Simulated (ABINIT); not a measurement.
# A GW chain in ABINIT: NaCl (Fm-3m)

Wanted: ground state, empty states, screening and self-energy for NaCl (Fm-3m).

Program: ABINIT 10.8.3. Level of theory: PBE and many-body steps on it, plane waves. Results are calculated unless marked as measured.

The database entry behind the starting cell differs from later determinations by our own check (an axis about 0.4 % short against later determinations), so it need not match the best structure at ambient conditions.

## (1) Starting point

Symmetry: Fm-3m, No. 225, cubic system. The conventional cell has a = 5.620 Å, b = 5.620 Å, c = 5.620 Å, α = 90.00°, β = 90.00°, γ = 90.00°. Nearest to Na lie 6 Cl at 2.81 Å. Nearest to Cl lie 6 Na at 2.81 Å. Farther neighbours and most contacts between anions are not listed.

The cell and positions come from the Crystallography Open Database and are kept as given unless a step says otherwise.

## (2) Ground state

This step: ABINIT 10.8.3; DFT, PBE, plane waves, norm-conserving pseudopotentials.

The ground-state density comes first.

run.abi

```
acell 3*1.0 Angstrom
rprim 
  0.000000000000 2.810000000000 2.810000000000
  2.810000000000 0.000000000000 2.810000000000
  2.810000000000 2.810000000000 0.000000000000
ntypat 2
znucl 11 17
natom 2
typat 1 2
xred 
  0.000000000000 0.000000000000 0.000000000000
  0.500000000000 0.500000000000 0.500000000000
pp_dirpath "pseudos"
pseudos "Na.upf, Cl.upf"
ecut 38
ngkpt 6 6 6
nshiftk 1
shiftk 0 0 0
kptopt 1
chksymbreak 0
nband 13
occopt 1
tolvrs 1e-10
nstep 60
prtwf 0
optforces 0
optstress 0
indata_prefix "in"
outdata_prefix "out"
tmpdata_prefix "tmp"
```

On the command line:

```bash
> OMP_NUM_THREADS=1 mpirun -n 8 abinit run.abi > log
```

Numbers of over 12 decimals in the logs are rounded to 6 here.

The log of the run:

```text
.Version 10.8.3 of ABINIT. v10.8.2 released Aug 2026.

 Symmetries : space group Fm -3 m (#225); Bravais cF (face-center cubic)
================================================================================
 Values of the parameters that define the memory need of the present run
     intxc =       0    ionmov =       0      iscf =       7    lmnmax =       6
     lnmax =       6     mgfft =      45  mpssoang =       3    mqgrid =    3001
     natom =       2  nloc_mem =       1    nspden =       1   nspinor =       1
    nsppol =       1      nsym =      48    n1xccc =    2501    ntypat =       2
    occopt =       1   xclevel =       2
-    mband =          13        mffmem =           1         mkmem =           2
       mpw =        3377          nfft =       91125          nkpt =          16
================================================================================
  Rough estimation (10% accuracy) of disk space for files :
================================================================================

--------------------------------------------------------------------------------
------------- Echo of variables that govern the present computation ------------
--------------------------------------------------------------------------------
 -outvars: echo values of preprocessed input variables --------
            acell      1.8897261259E+00  1.8897261259E+00  1.8897261259E+00 Bohr

      chksymbreak           0
             ecut      3.80000000E+01 Hartree
-          fftalg         312

              ixc     -101130
              kpt      0.00000000E+00  0.00000000E+00  0.00000000E+00
                       1.66666667E-01  0.00000000E+00  0.00000000E+00
                       3.33333333E-01  0.00000000E+00  0.00000000E+00
                       5.00000000E-01  0.00000000E+00  0.00000000E+00
                       1.66666667E-01  1.66666667E-01  0.00000000E+00
                       3.33333333E-01  1.66666667E-01  0.00000000E+00
                       5.00000000E-01  1.66666667E-01  0.00000000E+00
                      -3.33333333E-01  1.66666667E-01  0.00000000E+00
                      -1.66666667E-01  1.66666667E-01  0.00000000E+00
   [... 5 further rows ...]
                      -3.33333333E-01  3.33333333E-01  1.66666667E-01
                      -3.33333333E-01  5.00000000E-01  1.66666667E-01
         kptrlatt        6    0    0      0    6    0      0    0    6
          kptrlen      4.50579507E+01
P           mkmem           2
            natom           2
            nband          13
            ngfft          45      45      45
             nkpt          16
            nstep          60
             nsym          48
           ntypat           2
              occ      2.000000  2.000000  2.000000  2.000000  2.000000  2.000000
                       2.000000  2.000000  0.000000  0.000000  0.000000  0.000000
                       0.000000
        optforces           0
        optstress           0
            prtwf           0
            rprim      0.0000000000E+00  2.8100000000E+00  2.8100000000E+00
[...]
spgroup         225

           tolvrs      1.00000000E-10

             xred      0.0000000000E+00  0.0000000000E+00  0.0000000000E+00
[...]
znucl       11.00000   17.00000

================================================================================

 chkinp: Checking input parameters for consistency.

================================================================================
== DATASET  1 ==================================================================
-   mpi_nproc: 8, omp_nthreads: 1 (-1 if OMP is not activated)

--- !DatasetInfo
iteration_state: {dtset: 1, }
dimensions: {natom: 2, nkpt: 16, mband: 13, nsppol: 1, nspinor: 1, nspden: 1, mpw: 3377, }
cutoff_energies: {ecut:  38.0, pawecutdg:  -1.0, }
electrons: {nelect:   1.60000000E+01, charge:   0.00000000E+00, occopt:   1.00000000E+00, tsmear:   1.00000000E-02, }

 Real(R)+Recip(G) space primitive vectors, cartesian coordinates (Bohr,Bohr^-1):
 R(1)=  0.0000000  5.3101304  5.3101304  G(1)= -0.0941596  0.0941596  0.0941596
 R(2)=  5.3101304  0.0000000  5.3101304  G(2)=  0.0941596 -0.0941596  0.0941596
 R(3)=  5.3101304  5.3101304  0.0000000  G(3)=  0.0941596  0.0941596 -0.0941596
 Unit cell volume ucvol=  2.9946465E+02 bohr^3
 Angles (23,13,12)=  6.00000000E+01  6.00000000E+01  6.00000000E+01 degrees

 getcut: wavevector=  0.0000  0.0000  0.0000  ngfft=  45  45  45
         ecut(hartree)=     38.000   => boxcut(ratio)=   2.11142

--- Pseudopotential description ------------------------------------------------
- Na Generated using ONCVPSP code by D. R. Hamann
- 11.00000   9.00000  171031                  znucl, zion, pspdat
12 -101130 1 -1 1992                          pspcod,pspxc,lmax,lloc,mmax
     nproj     2     2     0
  pspatm : epsatm=    9.36084378
         --- l  ekb(1:nproj) -->
[...]
pspatm: atomic psp has been read  and splines computed

- Cl Generated using ONCVPSP code by D. R. Hamann
- 17.00000   7.00000  171031                  znucl, zion, pspdat
12 -101130 2 -1 1028                          pspcod,pspxc,lmax,lloc,mmax
     nproj     2     2     2
  pspatm : epsatm=    9.12776517
         --- l  ekb(1:nproj) -->
[...]
2   -2.938609   -0.805455
 pspatm: atomic psp has been read  and splines computed

   2.95817743E+02                                ecore*ucvol(ha*bohr**3)
--------------------------------------------------------------------------------

_setup2: Arith. and geom. avg. npw (full set) are    3353.282    3353.266

================================================================================

--- !BeginCycle
iteration_state: {dtset: 1, }
solver: {iscf: 7, nstep: 60, nline: 4, wfoptalg: 0, }
tolerances: {tolvrs: 1.00E-10, }

     iter   Etot(hartree)      deltaE(h)  residm     vres2
 ETOT  1  -62.210141125567    -6.221E+01 1.442E-01 1.103E+02
 ETOT  2  -62.245036518895    -3.490E-02 1.735E-03 9.286E+00
 ETOT  3  -62.246103774477    -1.067E-03 3.238E-04 4.789E-01
 ETOT  4  -62.246123365857    -1.959E-05 5.804E-05 4.443E-02
 ETOT  5  -62.246124953469    -1.588E-06 3.161E-05 2.052E-03
 ETOT  6  -62.246125381955    -4.285E-07 1.100E-05 3.957E-05
 ETOT  7  -62.246125384850    -2.895E-09 4.661E-05 3.905E-07
 ETOT  8  -62.246125384858    -7.901E-12 2.216E-05 1.135E-08
 ETOT  9  -62.246125384855     2.316E-12 7.450E-05 3.136E-11

 At SCF step    9       vres2   =  3.14E-11 < tolvrs=  1.00E-10 =>converged.

--- !ResultsGS
iteration_state: {dtset: 1, }
comment   : Summary of ground state results
lattice_vectors:
- [  0.0000000,   5.3101304,   5.3101304, ]
- [  5.3101304,   0.0000000,   5.3101304, ]
- [  5.3101304,   5.3101304,   0.0000000, ]
lattice_lengths: [   7.50966,    7.50966,    7.50966, ]
lattice_angles: [ 60.000,  60.000,  60.000, ] # degrees, (23, 13, 12)
lattice_volume:   2.9946465E+02
convergence: {deltae:  2.316E-12, res2:  3.136E-11, residm:  7.450E-05, diffor:  0.000E+00, }
etotal    :  -6.22461254E+01
entropy   :   0.00000000E+00
fermie    :  -1.97941144E-02
cartesian_stress_tensor: null
pressure_GPa: null
xred      :
- [  0.0000E+00,   0.0000E+00,   0.0000E+00, Na]
- [  5.0000E-01,   5.0000E-01,   5.0000E-01, Cl]
cartesian_forces: null
force_length_stats: {min: null, max: null, mean: null, }

 Integrated electronic density in atomic spheres:
 ------------------------------------------------
 Atom  Sphere_radius  Integrated_density
    1        2.00000          7.93502278
    2        2.00000          5.09664831
================================================================================

 ----iterations are completed or convergence reached----

 Mean square residual over all n,k,spin=   35.874E-08; max=  74.497E-06
 reduced coordinates (array xred) for    2 atoms
       0.000000000000      0.000000000000      0.000000000000
       0.500000000000      0.500000000000      0.500000000000
 rms dE/dt=  0.0000E+00; max dE/dt=  0.0000E+00; dE/dt below (all hartree)
    1       0.000000000000      0.000000000000      0.000000000000
    2       0.000000000000      0.000000000000      0.000000000000

 cartesian coordinates (angstrom) at end:
    1      0.000000     0.000000     0.000000
    2      2.810000     2.810000     2.810000
 length scales=  1.889726125908  1.889726125908  1.889726125908 bohr
              =  1.000000000000  1.000000000000  1.000000000000 angstroms
 prteigrs : about to open file out_EIG
 Fermi (or HOMO) energy (hartree) =  -0.01979   Average Vxc (hartree)=  -0.30314
 Eigenvalues (hartree) for nkpt=  16  k points:
 kpt#   1, nband= 13, wtk=  0.00463, kpt=  0.0000  0.0000  0.0000 (reduced coord)
  -1.81703   -0.78519   -0.78519   -0.78519   -0.48579   -0.01979   -0.01979   -0.01979
   0.16946    0.38673    0.38673    0.38673    0.46359
 prteigrs : prtvol=0 or 1, do not print more k-points.

--- !EnergyTerms
iteration_state     : {dtset: 1, }
comment             : Components of total free energy in Hartree
kinetic             :  3.34862313071809E+01
hartree             :  2.06310918540451E+01
xc                  : -1.14207246721135E+01
Ewald energy        : -3.45254426906187E+01
psp_core            :  9.87821926770297E-01
local_psp           : -5.87905077046437E+01
non_local_psp       : -1.26145954054759E+01
total_energy        : -6.22461253848554E+01
total_energy_eV     : -1.69380336016306E+03
band_energy         : -9.59497912475709E+00

== END DATASET(S) ==============================================================
================================================================================

 -outvars: echo values of variables after computation  --------
           etotal     -6.2246125385E+01
            nband          13
             nkpt          16
          spgroup         225
 [... the other variables as echoed above ...]

 Calculation completed.
```

Elapsed: 3.3 s, on 8 MPI ranks of AMD EPYC 9R45, shared host; peak memory 0.73 GiB; 25 s of CPU time.

Numbers from this step:

```
total energy               : -1693.8034 eV
gap                        : 5.150 eV
k of the valence top       : 0, 0, 0
k of the conduction bottom : 0, 0, 0
least direct gap           : 5.150 eV
```

The gap is direct, at Γ.

[end of part 1 of 3]

[Paths, hosts, dates, memory and timing lines, banners, echoed tables and standing remarks are left out of the program output.]

[Logs are printed without paths, hosts, clocks, repeated set-up lines and the standing remarks that a program may print on its own settings, such as how far it seeks lower states.]

[Runs of the session that timed out or met a known fault of the program may be left out.]

[Hosts, paths, dates, database ids (printed as entryN), source tags and the programs' standing remarks are cut or masked in the printed files.]

[G0W0 gaps are taken among the corrected bands and points alone; a level outside them can change the order at an edge.]

[Where Ansatz stands beside ABINIT at settings called matched, ABINIT's density can come from a denser mesh and the files from another edition; pairs whose starting gaps differed by over 0.03 eV were left out, so agreement reads better than it is.]
